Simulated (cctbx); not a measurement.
**Solving a structure by charge flipping**

Cell a = 3.4970 Å, b = 3.6550 Å, c = 11.5480 Å, α = 90.00°, β = 90.00°, γ = 90.00°; space group Fmmm (no. 69); content Ir8 Rh4.

The data are simulated with cctbx, not measured: Cu Kα, λ = 1.54184 Å, to d = 0.8 Å, 80 % of the full sphere, strongest reflection 70000 counts, noise from counting, a 2 % proportional error and a noise floor of 8 counts (s.d.); no absorption.

Charge flipping in P1 on normalised amplitudes to 0.8 Å, δ = 1.1 σ, 20 % of the reflections treated as weak, 100 cycles:

```text
cycle      R  skewness
    0  0.452     0.07
    8  0.338     2.61
   16  0.252     2.63
   24  0.237     2.57
   32  0.251     2.25
   40  0.267     2.33
   48  0.266     2.04
   56  0.238     2.13
   64  0.276     2.04
   72  0.265     2.08
   80  0.259     2.19
   88  0.255     2.06
   96  0.249     2.02
origin shift          correlation  skewness
 0.453  0.027  0.483      1.000      5.18
 0.448  0.032  0.148      1.000      5.32
 0.454  0.026  0.317      1.000      5.16
 0.434 -0.455  1.317      1.000      5.16
taken: symmetry correlation 1.000, skewness 5.32
peak      x       y       z  mult  height/sigma
Q1    0.0000  0.0000  0.0000    4     12.8
Q2    0.0000  0.0000  0.3320    8      7.6
Q3    0.0000  0.0000  0.0996    8      0.9
Q4    0.0000  0.2554  0.0765   16      0.8
Q5    0.0000  0.0000  0.2333    8      0.6
Q6    0.0000  0.2500  0.2500    8      0.6
Q7    0.1489  0.0000  0.5000    8      0.4
```

The origin is taken among those within 0.04 of the best correlation, by the skewness of the map.

It took 0.25 s on 1 thread of Arm Neoverse V2 (shared host), peak memory 0.07 GiB.

**Question.** Which peaks are atoms, and which elements?

Heights follow Z only loosely here, so the multiplicities, which must add up to the content, decide. First model: Q1 = Rh1 (4 in the cell, height 12.8) and Q2 = Ir1 (8 in the cell, height 7.6). Against the true structure, Q1 is Rh and Q2 is Ir; the other peaks are not atoms.

Least squares on F², isotropic:

```text
Rint 0.012, 54 unique reflections to 0.80 A
cycle     R1     wR2    GooF  max shift (A)
   1  0.0717  0.2560  17.736   0.02102
   2  0.0124  0.0480   3.323   0.00000
final R1 0.0124 wR2 0.0480 GooF 3.323  parameters 3  data/parameter 18.0
atom        x        y        z      Ueq    occ   su(xyz)  su(Uiso or U11)
Rh1    0.00000  0.00000  0.00000   0.0225  1.000  0.00000  0.0005
Ir1    0.00000  0.00000  0.33382   0.0168  1.000  0.00005  0.0004
difference map: max 1.26 min -1.29 rms 0.26
Q1    0.1425  0.0000  0.3361   16    1.33  0.50 A from Ir1
Q2    0.0000  0.1056  0.0337   16    0.91  0.55 A from Rh1
Q3    0.1898  0.0000  0.5000    8    0.52  1.08 A from Rh1
Q4    0.0000  0.1107  0.4350   16    0.44  1.24 A from Ir1
Q5    0.2500  0.2500  0.0000    8    0.43  1.26 A from Rh1
```

Anisotropic refinement:

```text
Rint 0.012, 54 unique reflections to 0.80 A
cycle     R1     wR2    GooF  max shift (A)
   1  0.0124  0.0480   3.462   0.00013
   2  0.0054  0.0123   0.890   0.00000
final R1 0.0054 wR2 0.0123 GooF 0.890  parameters 7  data/parameter 7.7
atom        x        y        z      Ueq    occ   su(xyz)  su(Uiso or U11)
Rh1    0.00000  0.00000  0.00000   0.0227  1.000  0.00000  0.0003
Ir1    0.00000  0.00000  0.33381   0.0168  1.000  0.00001  0.0002
difference map: max 0.38 min -0.57 rms 0.12
Q1    0.2304  0.0000  0.5000    8    0.38  0.94 A from Rh1
Q2    0.0000  0.0000  0.2224    8    0.34  1.29 A from Ir1
Q3    0.0000  0.0000  0.1152    8    0.31  1.33 A from Rh1
Q4    0.2287  0.1477  0.3323   32    0.23  0.97 A from Ir1
Q5    0.0000  0.0892  0.4514   16    0.22  1.40 A from Ir1
Q6    0.1236  0.1165  0.3910   32    0.18  0.90 A from Ir1
```

**Reading.** The refinement ends at R1 = 0.0054, wR2 = 0.0123, GooF = 0.89, with difference density between -0.57 and 0.38 e/Å³. Every site matches the true model in element, within 0.001 Å r.m.s., up to an allowed shift of origin.

True model:

```
atom  mult.    x  y       z  Ueq (Å²)
 Ir1      8  1/2  0  0.1662    0.0167
 Rh1      4    0  0       0    0.0227
```

This is a model crystal, built by substitution and not relaxed, with assumed displacement parameters.

[Middle refinement cycles are left out of these outputs.]

[Logs are printed without paths, hosts, clocks, repeated set-up lines and the standing remarks that a program may print on its own settings, such as how far it seeks lower states.]
